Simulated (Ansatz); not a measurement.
**Mg (P6_3/mmc, 2 atoms in the cell) under biaxial strain in the (0001) plane, that of a and b**

Aim: how do the optical modes of Mg (P6_3/mmc, 2 atoms in the cell) shift and split under this strain?

Program: Ansatz 0.2.0. Level of theory: DFT LDA, scalar-relativistic, plane waves, PAW; PAW set soft_1. Results are calculated unless marked as measured.

Most raw output is cut from this account.

## (1) Set-up

It takes space group P6_3/mmc (No. 194, hexagonal). The conventional cell has a = 3.209 Å, b = 3.209 Å, c = 5.210 Å, α = 90.00°, β = 90.00°, γ = 120.00°. Mg has 12 Mg at 3.20 to 3.21 Å nearest.

## (2) Relaxation

Harmonic phonons are second derivatives at a point where the forces vanish, and they are wanted at zero stress, so atoms and cell are relaxed first.

File input.yaml:

```yaml
crystal:
  lattice:
    - [3.2093, 0.0, 0.0]
    - [-1.60465, 2.7793353284, 0.0]
    - [0.0, 0.0, 5.2103]
  atoms:
    - { symbol: Mg, position: [0.33333333, 0.66666667, 0.25] }
    - { symbol: Mg, position: [0.66666667, 0.33333333, 0.75] }
kpoints:
  mp_grid: { grid: [15, 15, 8] }
hamiltonian:
  xc: lda
  pseudopotentials: { kind: paw, azcp: { folder: soft_1 }, xc_functional: pbe }
scf:
  occupations: { method: gaussian, width: 0.1 }
output:
  forces: true
  stress: true
  eigenvalues: true
relax:
  adjacent_minimum: "off"
  f_tol: 0.005
  max_steps: 80
  cell: { stress_tol: 0.05 }
```

The run is started by

```sh
ansatz run input.yaml --threads 4 --pin off --max-ram 10240MiB --backend cpu --events-out ev --progress --plain --runs-dir out
```

Elapsed: 11 s, on 4 threads of Intel Xeon at 2.50GHz (Skylake/Cascade Lake), shared host; peak memory 0.4 GiB.

Step by step:

| step | energy less that of the first step (eV) | largest force component (eV/Å) | pressure (GPa) | volume (Å³) |
| --- | --- | --- | --- | --- |
| 1 | 0.0000 | 0.0000 | -2.50 | 46.47 |
| 2 | -0.0267 | 0.0000 | -0.61 | 43.89 |
| 3 | -0.0283 | 0.0000 | 0.09 | 43.10 |
| 4 | -0.0283 | 0.0000 | 0.00 | 43.20 |
| 5* | -0.0282 | 0.0000 | 0.00 | 43.20 |

Relaxation steps marked * repeat the geometry before them on a plane-wave basis chosen anew for their cell, so energy and pressure can jump there.

Forces are held to the 24 operations that the run works with; a distortion that breaks them can't arise in this run.

| conventional cell, symmetrised | before | after | change |
| --- | --- | --- | --- |
| a (Å) | 3.209 | 3.147 | -2.0 % |
| b (Å) | 3.209 | 3.147 | -2.0 % |
| c (Å) | 5.210 | 5.039 | -3.3 % |
| volume (Å³/atom) | 23.24 | 21.60 | -7.0 % |

Final coordinates:

```xyz
2
Lattice="3.1466 0.0000 0.0000 -1.5733 2.7250 0.0000 0.0000 0.0000 5.0387" Properties=species:S:1:pos:R:3 pbc="T T T"
Mg    0.0000    1.8167    1.2597
Mg    1.5733    0.9083    3.7790
```

This step gave:

- pressure: 2.44e-4 GPa
- volume per atom: 21.60 Å³
- gap on the k-mesh: 0 eV

In this step the volume went from 23.24 to 21.60 Å³/atom.

## (3) Tight relaxation

Phonons need small forces and stress, so the relaxation is finished with tight tolerances on 15×15×8 k points.

input.yaml, the sections that differ from step 2:

```yaml
crystal:
  lattice:
    - [3.1465729442, 0.0, 0.0]
    - [-1.5732864721, 2.7250121045, 0.0]
    - [0.0, 0.0, 5.0386890197]
  atoms:
    - { symbol: Mg, position: [0.3333333333, 0.6666666667, 0.25] }
    - { symbol: Mg, position: [0.6666666667, 0.3333333333, 0.75] }
scf:
  occupations: { method: methfessel_paxton, width: 0.2 }
output:
  forces: true
  stress: true
  eigenvalues: true
  write_density: true
  write_potential: true
  elf: true
  volumetric_format: npy
relax:
  adjacent_minimum: "off"
  f_tol: 0.001
  max_steps: 60
  cell: { stress_tol: 0.01 }
# kpoints, hamiltonian: as in step 2
```

Run time: 8.4 s. Hardware: 4 threads; peak memory 0.4 GiB.

The steps of the relaxation:

| step | energy less that of the first step (eV) | largest force component (eV/Å) | pressure (GPa) | volume (Å³) |
| --- | --- | --- | --- | --- |
| 1 | 0.0000 | 0.0000 | -0.01 | 43.20 |
| 2 | 0.0000 | 0.0000 | 0.00 | 43.20 |
| 3 | 0.0000 | 0.0000 | 0.00 | 43.20 |
| 4* | 0.0000 | 0.0000 | 0.00 | 43.20 |

Relaxation steps marked * repeat the geometry before them on a plane-wave basis chosen anew for their cell, so energy and pressure can jump there.

Forces are held to the 24 operations that the run works with; a distortion that breaks them can't arise in this run.

| conventional cell, symmetrised | before | after | change |
| --- | --- | --- | --- |
| a (Å) | 3.147 | 3.149 | +0.1 % |
| b (Å) | 3.147 | 3.149 | +0.1 % |
| c (Å) | 5.039 | 5.032 | -0.1 % |
| volume (Å³/atom) | 21.60 | 21.60 | -0.0 % |

Final coordinates:

```xyz
2
Lattice="3.1487 0.0000 0.0000 -1.5743 2.7268 0.0000 0.0000 0.0000 5.0316" Properties=species:S:1:pos:R:3 pbc="T T T"
Mg    0.0000    1.8179    1.2579
Mg    1.5743    0.9089    3.7737
```

This step gave:

| Property | Result |
| --- | --- |
| pressure | -0.001299 GPa |

Valence density in the ac plane at fractional y = 0.333, with atoms of Mg within 0.2 Å of it. It is the smooth field of the valence electrons, not physical close to the nuclei.

Ten steps, logarithmic in the rise over the least value, from '_' (0 e/Å³) to '@' (26 e/Å³):
```
________________________________
________________________________
__________________..::::..______
________________..==****++::____
______________..==##%%%%##++..__
______________..++%%@@@@@@**::__
______________..++%%@@@@@@**::__
______________..==##%%%%##++..__
________________..==****++::____
__________________..::::..______
________________________________
________________________________
________________________________
________________________________
________________________________
________________________________
________________________________
________________________________
________________________________
________________________________
________________________________
________________________________
________________________________
________________________________
________________________________
________________________________
```
Columns run along a (3.1 Å), rows up along c (5.0 Å). Atoms in or near the plane, at fractional coordinates: Mg at (0.67, 0.75).

Electrostatic potential energy in the ac plane at fractional y = 0.333, with atoms of Mg within 0.2 Å of it. With pseudopotentials it is smooth inside the atoms' cores, unlike the true potential.

Values in eV, 22 rows by 16 columns, each cell a mean:
```
  7   7   8   8   7   7   6   5   3   2   1   1   2   3   4   6
  6   7   7   8   7   6   4   2  -1  -5  -9 -10  -7  -2   1   4
  4   6   7   7   6   5   2  -2 -11 -25 -35 -37 -29 -16  -4   1
  3   5   6   7   6   4   0  -9 -29 -53 -63 -64 -59 -37 -14  -2
  2   5   6   6   5   3  -2 -16 -44 -68 -70 -70 -70 -54 -24  -5
  2   5   6   6   5   3  -2 -17 -46 -69 -70 -70 -70 -56 -25  -5
  3   5   6   7   6   4   0 -10 -32 -57 -65 -66 -64 -40 -16  -2
  4   6   7   7   6   5   2  -3 -14 -29 -40 -42 -33 -18  -5   1
  5   7   7   7   7   6   4   2  -2  -7 -12 -13  -9  -3   1   3
  6   7   8   8   7   7   6   4   3   2   0   0   1   3   4   5
  7   7   7   7   7   7   7   6   5   5   5   4   5   5   6   6
  7   6   6   6   6   6   7   7   7   7   7   7   7   7   7   7
  6   5   4   4   5   5   6   7   7   7   8   8   8   7   7   6
  4   3   2   2   3   4   5   6   7   7   8   8   8   7   6   5
  3   1   0   0   0   2   4   5   6   7   8   8   8   7   6   4
  2   0  -2  -3  -2   1   3   5   6   7   8   8   7   7   5   4
  2   0  -2  -3  -2   1   3   5   6   7   8   8   7   7   5   4
  3   1   0  -1   0   2   4   5   6   7   8   8   7   7   6   4
  4   3   2   2   2   3   5   6   7   7   8   8   8   7   6   5
  5   5   4   4   4   5   6   7   7   7   8   8   8   7   7   6
  6   6   6   6   6   6   7   7   7   7   7   7   7   7   7   7
  7   7   7   7   7   7   7   6   6   5   5   5   5   6   6   7
```
Columns run along a (3.1 Å; values clipped at the 3rd and 97th percentile), rows up along c (5.0 Å). Atoms in or near the plane, at fractional coordinates: Mg at (0.67, 0.75).

ELF in the ac plane at fractional y = 0.333, with atoms of Mg within 0.2 Å of it. It is the smooth field of the valence electrons, not physical close to the nuclei.

Values, 22 rows by 16 columns, each cell a mean:
```
0.51 0.53 0.53 0.53 0.53 0.52 0.47 0.37 0.25 0.16 0.13 0.12 0.15 0.21 0.33 0.44
0.42 0.51 0.54 0.54 0.53 0.46 0.32 0.16 0.08 0.08 0.10 0.11 0.09 0.07 0.12 0.26
0.29 0.47 0.55 0.55 0.51 0.36 0.16 0.07 0.12 0.22 0.28 0.29 0.25 0.15 0.07 0.11
0.18 0.42 0.54 0.55 0.48 0.26 0.08 0.10 0.26 0.34 0.30 0.29 0.33 0.31 0.14 0.06
0.13 0.37 0.54 0.55 0.45 0.20 0.06 0.16 0.34 0.29 0.16 0.14 0.24 0.36 0.22 0.06
0.12 0.37 0.54 0.55 0.44 0.19 0.06 0.17 0.35 0.28 0.14 0.12 0.23 0.36 0.23 0.06
0.17 0.41 0.54 0.55 0.47 0.25 0.07 0.11 0.28 0.34 0.28 0.27 0.33 0.33 0.15 0.06
0.27 0.47 0.55 0.55 0.51 0.35 0.14 0.07 0.13 0.25 0.31 0.31 0.28 0.17 0.07 0.10
0.41 0.51 0.54 0.55 0.53 0.45 0.29 0.14 0.08 0.09 0.12 0.13 0.10 0.07 0.10 0.23
0.50 0.53 0.53 0.53 0.53 0.51 0.45 0.34 0.22 0.14 0.11 0.11 0.13 0.19 0.30 0.42
0.53 0.52 0.51 0.51 0.52 0.53 0.53 0.51 0.47 0.41 0.37 0.36 0.39 0.45 0.50 0.53
0.51 0.46 0.43 0.42 0.45 0.49 0.53 0.57 0.59 0.59 0.59 0.59 0.59 0.59 0.58 0.55
0.42 0.34 0.28 0.28 0.31 0.39 0.48 0.56 0.61 0.63 0.64 0.64 0.64 0.62 0.58 0.51
0.29 0.19 0.14 0.14 0.17 0.25 0.38 0.51 0.60 0.64 0.66 0.66 0.65 0.62 0.56 0.44
0.18 0.10 0.08 0.08 0.10 0.16 0.28 0.45 0.58 0.65 0.67 0.67 0.66 0.62 0.52 0.34
0.12 0.07 0.06 0.07 0.08 0.12 0.23 0.41 0.57 0.65 0.68 0.68 0.67 0.61 0.49 0.27
0.12 0.07 0.06 0.07 0.08 0.11 0.22 0.40 0.56 0.65 0.68 0.68 0.67 0.61 0.48 0.27
0.16 0.09 0.07 0.08 0.09 0.15 0.27 0.44 0.58 0.65 0.67 0.67 0.66 0.62 0.51 0.33
0.27 0.17 0.13 0.13 0.16 0.24 0.36 0.50 0.60 0.64 0.66 0.66 0.65 0.62 0.55 0.42
0.41 0.31 0.26 0.25 0.29 0.37 0.46 0.55 0.61 0.63 0.64 0.64 0.64 0.62 0.58 0.51
0.50 0.45 0.41 0.40 0.43 0.48 0.53 0.57 0.59 0.60 0.60 0.60 0.60 0.59 0.58 0.55
0.53 0.51 0.50 0.49 0.50 0.52 0.54 0.54 0.51 0.47 0.44 0.43 0.46 0.50 0.53 0.54
```
Columns run along a (3.1 Å), rows up along c (5.0 Å). Atoms in or near the plane, at fractional coordinates: Mg at (0.67, 0.75).

The forces vanish by symmetry and the pressure is -0.001 GPa, within the tolerances set. The cell now holds 21.60 Å³/atom.

## (4) Modes at rest

Phonons follow from the second derivative of the energy, found here by linear response.

The modes at rest are the reference of the series.

input.yaml, the sections that differ from step 3:

```yaml
crystal:
  lattice:
    - [3.1486847694, 0.0, 0.0]
    - [-1.5743423847, 2.7268409988, 0.0]
    - [0.0, 0.0, 5.0315838005]
  atoms:
    - { symbol: Mg, position: [0.3333333333, 0.6666666667, 0.25] }
    - { symbol: Mg, position: [0.6666666667, 0.3333333333, 0.75] }
output:
  eigenvalues: true
phonons:
  method: dfpt
# kpoints, hamiltonian, scf: as in step 3
# relax: removed
```

Run time: 22 s. Hardware: 4 threads; peak memory 0.71 GiB.

This step gave:

* sum-rule residual before enforcement: 2.66e-6 eV/Å²
* point group: 6/mmm
* highest optical mode at the zone centre (no LO-TO term): 260.9 cm⁻¹
* lowest optical zone-centre mode: 133.1 cm⁻¹

Patterns of degenerate modes are one choice out of their space. Modes at Γ:

| mode | frequency (cm⁻¹) | symmetry |
| --- | --- | --- |
| 1 | 0.0 | acoustic |
| 2 | 0.0 | acoustic |
| 3 | 0.0 | acoustic |
| 4 | 133.1 | E2g |
| 5 | 133.1 | E2g |
| 6 | 260.9 | B1g |

Displacements in mode 5 (133.1 cm⁻¹), the largest set to 1:
```
Mg1  1.00  0.00  0.00
Mg2 -1.00  0.00  0.00
```

Displacements in mode 6 (260.9 cm⁻¹), the largest set to 1:
```
Mg1  0.00  0.00 -1.00
Mg2  0.00  0.00  1.00
```

Before it was imposed, the acoustic sum rule was missed by 2.7e-6 eV/Å². Small misses are needed for a sound result but don't prove that mesh and cutoff are converged. The lowest optical mode is real, 133 cm⁻¹.

## (5) Relaxation of a member: biaxial strain of +4 % in the (0001) plane, that of a and b

The cell takes a biaxial strain of +4 % in the (0001) plane, that of a and b. The strained lengths are held, while the rest of the cell and the atoms relax.

input.yaml, the sections that differ from step 4:

```yaml
crystal:
  lattice:
    - [3.2746321602, 0.0, 0.0]
    - [-1.6373160801, 2.8359146388, 0.0]
    - [0.0, 0.0, 4.9718594406]
  atoms:
    - { symbol: Mg, position: [0.3333333333, 0.6666666667, 0.25] }
    - { symbol: Mg, position: [0.6666666667, 0.3333333333, 0.75] }
output:
  forces: true
  stress: true
  eigenvalues: true
relax:
  adjacent_minimum: "off"
  f_tol: 0.001
  max_steps: 60
  cell: { stress_tol: 0.01, fix: [a, b, gamma] }
# kpoints, hamiltonian, scf: as in step 4
# phonons: removed
```

Elapsed: 9.1 s, on 4 threads; peak memory 0.41 GiB.

The steps of the relaxation:

| step | energy less that of the first step (eV) | largest force component (eV/Å) | pressure (GPa) | volume (Å³) |
| --- | --- | --- | --- | --- |
| 1 | 0.0000 | 0.0000 | -2.15 | 46.17 |
| 2 | -0.0002 | 0.0000 | -2.04 | 46.03 |
| 3 | -0.0002 | 0.0000 | -2.00 | 45.97 |
| 4* | -0.0002 | 0.0000 | -2.00 | 45.97 |

Relaxation steps marked * repeat the geometry before them on a plane-wave basis chosen anew for their cell, so energy and pressure can jump there.

Forces are held to the 24 operations that the run works with; a distortion that breaks them can't arise in this run.

| conventional cell, symmetrised | before | after | change |
| --- | --- | --- | --- |
| a (Å) | 3.275 | 3.275 | +0.0 % |
| b (Å) | 3.275 | 3.275 | +0.0 % |
| c (Å) | 4.972 | 4.950 | -0.4 % |
| volume (Å³/atom) | 23.09 | 22.99 | -0.4 % |

The relaxed structure:

```
Mg
1.0
     3.27463    0.00000    0.00000
    -1.63732    2.83591    0.00000
     0.00000    0.00000    4.95039
Mg
2
Direct
  0.33333 0.66667 0.25000
  0.66667 0.33333 0.75000
```

This step gave:

- pressure: -1.997 GPa
- volume per atom: 22.99 Å³

The forces vanish by symmetry.

## (6) Modes of this member: biaxial strain of +4 % in the (0001) plane, that of a and b

The zone-centre modes follow for biaxial strain of +4 % in the (0001) plane, that of a and b.

input.yaml, the sections that differ from step 5:

```yaml
crystal:
  lattice:
    - [3.2746321602, 0.0, 0.0]
    - [-1.6373160801, 2.8359146388, 0.0]
    - [0.0, 0.0, 4.9503862518]
  atoms:
    - { symbol: Mg, position: [0.3333333333, 0.6666666667, 0.25] }
    - { symbol: Mg, position: [0.6666666667, 0.3333333333, 0.75] }
output:
  eigenvalues: true
phonons:
  method: dfpt
# kpoints, hamiltonian, scf: as in step 5
# relax: removed
```

The job ended after 23 s (4 threads; peak memory 0.74 GiB; 78 s of CPU time).

This step gave:

* sum-rule residual before enforcement: 5.24e-6 eV/Å²
* highest optical mode at the zone centre (no LO-TO term): 254.8 cm⁻¹
* lowest optical zone-centre mode: 136.0 cm⁻¹

Patterns of degenerate modes are one choice out of their space. Modes at Γ:

| mode | frequency (cm⁻¹) | symmetry |
| --- | --- | --- |
| 1 | 0.0 | acoustic |
| 2 | 0.0 | acoustic |
| 3 | 0.0 | acoustic |
| 4 | 136.0 | E2g |
| 5 | 136.0 | E2g |
| 6 | 254.8 | B1g |

The lowest optical mode is real, 136 cm⁻¹, and the highest lies at 254.8 cm⁻¹.

For the highest optical mode at the zone centre (no LO-TO term), step 4 gave 261 cm⁻¹; this run, with strain 4 %, gives 255 cm⁻¹ (-2 %).

[end of part 1 of 2]

[Logs are printed without paths, hosts, clocks, repeated set-up lines and the standing remarks that a program may print on its own settings, such as how far it seeks lower states.]

[Hosts, paths, dates, database ids (printed as entryN), source tags and the programs' standing remarks are cut or masked in the printed files.]
